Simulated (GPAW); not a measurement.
# How KBr absorbs and reflects light, part 2 of 2

Aim: the dielectric function of KBr, and the optical constants that follow from it.

GPAW 26.7.0; DFT, LDA, plane-wave PAW (GPAW data sets), scalar-relativistic, RPA, optical limit.

So far. Step 2 (Ground state): There is a gap, 4.04 eV on this mesh (points off the mesh can give less), so no carriers' term is needed.

**4. Dielectric function, RPA**

Transitions between filled and empty bands, summed over the zone, give the optical response, so mesh, band count and broadening shape it.

The induced potential is part of this response.

This step: DFT, LDA, plane-wave PAW (GPAW data sets), scalar-relativistic, RPA, optical limit (GPAW 26.7.0).

File df.py:

```python
from gpaw.response.df import DielectricFunction

df = DielectricFunction('full.gpw', frequencies={'type': 'nonlinear', 'domega0': 0.03, 'omega2': 8},
                        ecut=50,
                        eta=0.1,
                        nbands=43,
                        txt='df.txt')
for direction in ['x']:
    df.get_dielectric_function(xc='RPA', direction=direction, filename=f'df_{direction}.csv')
```

The run is started by

```
> OMP_NUM_THREADS=1 python df.py
```

What it wrote:

```text
Using integrator: PointIntegrator
NonLinearFrequencyDescriptor(from 0.000 to 62.602 eV, 493 points)
Nonperiodic BCs:  [False False False]
Using integrator: PointIntegrator
NonLinearFrequencyDescriptor(from 0.000 to 62.602 eV, 493 points)
Nonperiodic BCs:  [False False False]

Calculating chi0 body with:
    Ground state adapter containing:
    Number of spins: 1
    Number of kpoints: 4096
    Number of irreducible kpoints: 145
    Number of completely occupied states: 8
    Number of partially occupied states: 8

    Linear response parametrization:
    q_c: [0.0, 0.0, 0.0]
    Number of frequency points: 493
    Planewave cutoff: 50.0
    Number of bands: 43
    Number of planewaves: 59
    Broadening (eta): 0.1

Integrating chi0 body.

Symmetries of q_c:
    Direct symmetries (Uq -> q): 48
    Indirect symmetries (TUq -> q): 0
In total 48 allowed symmetries.

145 groups of equivalent kpoints. 96.4599609375% reduction.

Integral kind: spectral function

Calculating chi0 optical extensions with:
    Ground state adapter containing:
    Number of spins: 1
    Number of kpoints: 4096
    Number of irreducible kpoints: 145
    Number of completely occupied states: 8
    Number of partially occupied states: 8

    Linear response parametrization:
    Number of frequency points: 493
    Planewave cutoff: 50.0
    Number of bands: 43
    Number of planewaves: 59
    Broadening (eta): 0.1
Integrating chi0 head and wings.

Symmetries of q_c:
    Direct symmetries (Uq -> q): 48
    Indirect symmetries (TUq -> q): 0
In total 48 allowed symmetries.

145 groups of equivalent kpoints. 96.4599609375% reduction.

Integral kind: spectral function wings
```

The job ended after 38 s (1 thread of Arm Neoverse V1, shared host; peak memory 0.3 GiB).

Read-outs, printed or worked out from the files:

* electronic dielectric constant ε∞, mean over x, y and z (by symmetry where fewer were run): 2.473
* main peak of Im epsilon, first axis: 6.987 eV

The Im ε, E ∥ x has structure finer than the step of the table below, so its rows give means over 1 eV, whole bins alone (the curve runs from 0 to 19.9 eV). Peaks (eV: height): 7.0: 3.16, 9.7: 2.56, 16.2: 1.31.

Values under the direct gap are tails of Lorentzian lines. The Im ε, E ∥ x by photon energy; means over each step:

```csv
photon energy (eV),"Im ε, E ∥ x"
1,0.00475
2,0.0113
3,0.0251
4,0.213
5,0.722
6,1.52
7,2.83
8,1.56
9,1.97
10,2.42
11,1.48
12,0.905
13,0.435
14,0.246
15,0.655
16,0.997
17,0.677
18,0.699
19,0.811
```

Table of Re ε, E ∥ x by photon energy:

photon energy (eV), Re ε, E ∥ x and a bar from the least value:
```
      0.0       2.47 ####################
      0.5       2.48 ####################
      1.0       2.50 ####################
      1.5       2.53 ####################
      2.0       2.57 #####################
      2.5       2.64 #####################
      3.0       2.74 ######################
      3.5       2.89 #######################
      4.0       3.19 #########################
      4.5       3.24 ##########################
      5.0       3.26 ##########################
      5.5       3.45 ###########################
      6.0       3.83 ##############################
      6.5       3.69 #############################
      7.0       2.19 ##################
      7.5       1.24 ###########
      8.0       1.34 ###########
      8.5       1.98 ################
      9.0       2.27 ##################
      9.5       1.62 #############
     10.0       0.86 ########
     10.5       0.36 ####
     11.0      -0.17 
     11.5       0.29 ###
     12.0       0.49 #####
     12.5       0.27 ###
     13.0       0.45 #####
     13.5       0.72 #######
     14.0       1.13 ##########
     14.5       1.26 ###########
     15.0       1.47 ############
     15.5       1.22 ##########
     16.0       1.26 ###########
     16.5       0.68 ######
     17.0       0.81 #######
     17.5       0.97 #########
     18.0       1.05 #########
     18.5       1.00 #########
     19.0       0.80 #######
     19.5       0.70 #######
```

The loss function −Im 1/ε at q → 0, E ∥ x has structure finer than the step of the table below, so its rows give means over 0.5 eV, whole bins alone (the curve runs from 0 to 19.9 eV). Peaks (eV: height): 7.79: 0.382, 12.59: 1.27, 16.75: 0.718.

Values under the direct gap are tails of Lorentzian lines. The loss function −Im 1/ε at q → 0, E ∥ x by energy loss; means over each step:

energy loss (eV), loss function −Im 1/ε at q → 0, E ∥ x and a bar:
```
      0.5       0.00 
      1.0       0.00 
      1.5       0.00 
      2.0       0.00 
      2.5       0.00 
      3.0       0.00 
      3.5       0.00 
      4.0       0.02 
      4.5       0.05 #
      5.0       0.06 ##
      5.5       0.07 ##
      6.0       0.09 ##
      6.5       0.13 ####
      7.0       0.22 ######
      7.5       0.34 #########
      8.0       0.37 ##########
      8.5       0.24 #######
      9.0       0.23 ######
      9.5       0.29 ########
     10.0       0.36 ##########
     10.5       0.45 ############
     11.0       0.73 ####################
     11.5       0.94 #########################
     12.0       0.87 ########################
     12.5       1.11 ##############################
     13.0       1.07 #############################
     13.5       0.38 ##########
     14.0       0.16 ####
     14.5       0.23 ######
     15.0       0.27 #######
     15.5       0.38 ##########
     16.0       0.40 ###########
     16.5       0.66 ##################
     17.0       0.61 ################
     17.5       0.47 #############
     18.0       0.44 ############
     18.5       0.50 ##############
     19.0       0.64 #################
     19.5       0.72 ###################
```

The Im ε, E ∥ x has structure finer than the step of the table below, so its rows give means over 1 eV, whole bins alone (the curve runs from 0 to 19.9 eV). Peaks (eV: height): without local fields 6.6: 4.55, 9.0: 4.53, 14.9: 1.85; with local fields 7.0: 3.16, 9.7: 2.56, 16.2: 1.31.

Values under the direct gap are tails of Lorentzian lines. Table of Im ε, E ∥ x by photon energy; means over each step:

```
photon energy (eV)  without local fields  with local fields
                 1               0.00659            0.00475
                 2                0.0155             0.0113
                 3                0.0337             0.0251
                 4                 0.252              0.213
                 5                 0.886              0.722
                 6                  2.38               1.52
                 7                  3.99               2.83
                 8                  2.36               1.56
                 9                  3.85               1.97
                10                  2.60               2.42
                11                 0.989               1.48
                12                 0.914              0.905
                13                 0.477              0.435
                14                 0.916              0.246
                15                  1.42              0.655
                16                 0.642              0.997
                17                 0.608              0.677
                18                  1.00              0.699
                19                 0.822              0.811
```

The reflectivity at normal incidence, E ∥ x has structure finer than the step of the table below, so its rows give means over 0.5 eV, whole bins alone (the curve runs from 0 to 19.9 eV). Peaks (eV: height): 6.99: 16.4, 10.95: 21.5, 12.50: 10.4, 16.34: 7.62, 19.09: 5.00.

The reflectivity at normal incidence, E ∥ x by photon energy; means over each step:

photon energy (eV), reflectivity at normal incidence, E ∥ x (%) and a bar:
```
      0.5        5.0 #######
      1.0        5.1 #######
      1.5        5.2 ########
      2.0        5.4 ########
      2.5        5.7 ########
      3.0        6.1 #########
      3.5        6.7 ##########
      4.0        7.9 ############
      4.5        8.7 #############
      5.0        9.0 ##############
      5.5        9.9 ###############
      6.0       12.0 ###################
      6.5       14.6 #######################
      7.0       16.1 #########################
      7.5       12.4 ###################
      8.0        7.7 ############
      8.5        6.7 ##########
      9.0       10.8 #################
      9.5       13.4 #####################
     10.0       15.3 ########################
     10.5       17.6 ############################
     11.0       19.1 ##############################
     11.5       10.7 #################
     12.0        7.8 ############
     12.5        9.3 ##############
     13.0        5.1 ########
     13.5        1.1 #
     14.0        0.4 
     14.5        1.2 #
     15.0        2.6 ###
     15.5        3.2 #####
     16.0        4.5 #######
     16.5        6.0 #########
     17.0        3.0 ####
     17.5        2.1 ###
     18.0        2.5 ###
     18.5        3.5 #####
     19.0        4.5 #######
     19.5        3.8 #####
```

Optical constants at common wavelengths, from n + ik = √ε:

```
wavelength (nm)     n      k  R (%)     1/α
           1550  1.58  0.001    5.0  106 µm
           1064  1.58  0.002    5.1   48 µm
            633  1.60  0.003    5.4   15 µm
            532  1.62  0.004    5.6  9.7 µm
            450  1.64  0.006    5.8  6.0 µm
            248  1.82  0.184    8.8  107 nm
            193  2.00  0.541   13.9   28 nm
```

Below the direct gap, k and the depth come from the tails of the Lorentzian lines, not from transitions.

Rows near the edge hang on the gap, which this functional as a rule makes too small, and phonon-assisted absorption is left out.

**5. Summary of results**

| Quantity | Value |
| --- | --- |
| electronic dielectric constant ε∞, mean over x, y and z (by symmetry where fewer were run) (RPA) | 2.47 |
| main peak of Im epsilon, first axis | 6.99 eV |

What this shows: At this level (LDA, RPA) KBr has ε∞ = 2.47 and n = 1.58 at 1550 nm, and Im ε peaks at 7.0 eV. On the mesh the gap is 4.04 eV and the least direct gap 4.04 eV. Local fields change the static value along x from 2.95 to 2.47 (-16 %). Distinct maxima of Im ε, read by a parabola through the highest points, lie at 6.99 eV (3.2), 9.66 eV (2.6), 16.25 eV (1.3) and 18.97 eV (0.89). Excitons and phonon-assisted transitions are missing; LDA gaps are as a rule too small, which pulls the onset down and ε∞ up. The sum runs over mesh points, so small or evenly spaced maxima can still be ripples of the mesh.

[Machine, clock and banner lines and Python warnings are left out of the logs.]

[Logs are printed without paths, hosts, clocks, repeated set-up lines and the standing remarks that a program may print on its own settings, such as how far it seeks lower states.]

[Hosts, paths, dates, database ids (printed as entryN), source tags and the programs' standing remarks are cut or masked in the printed files.]
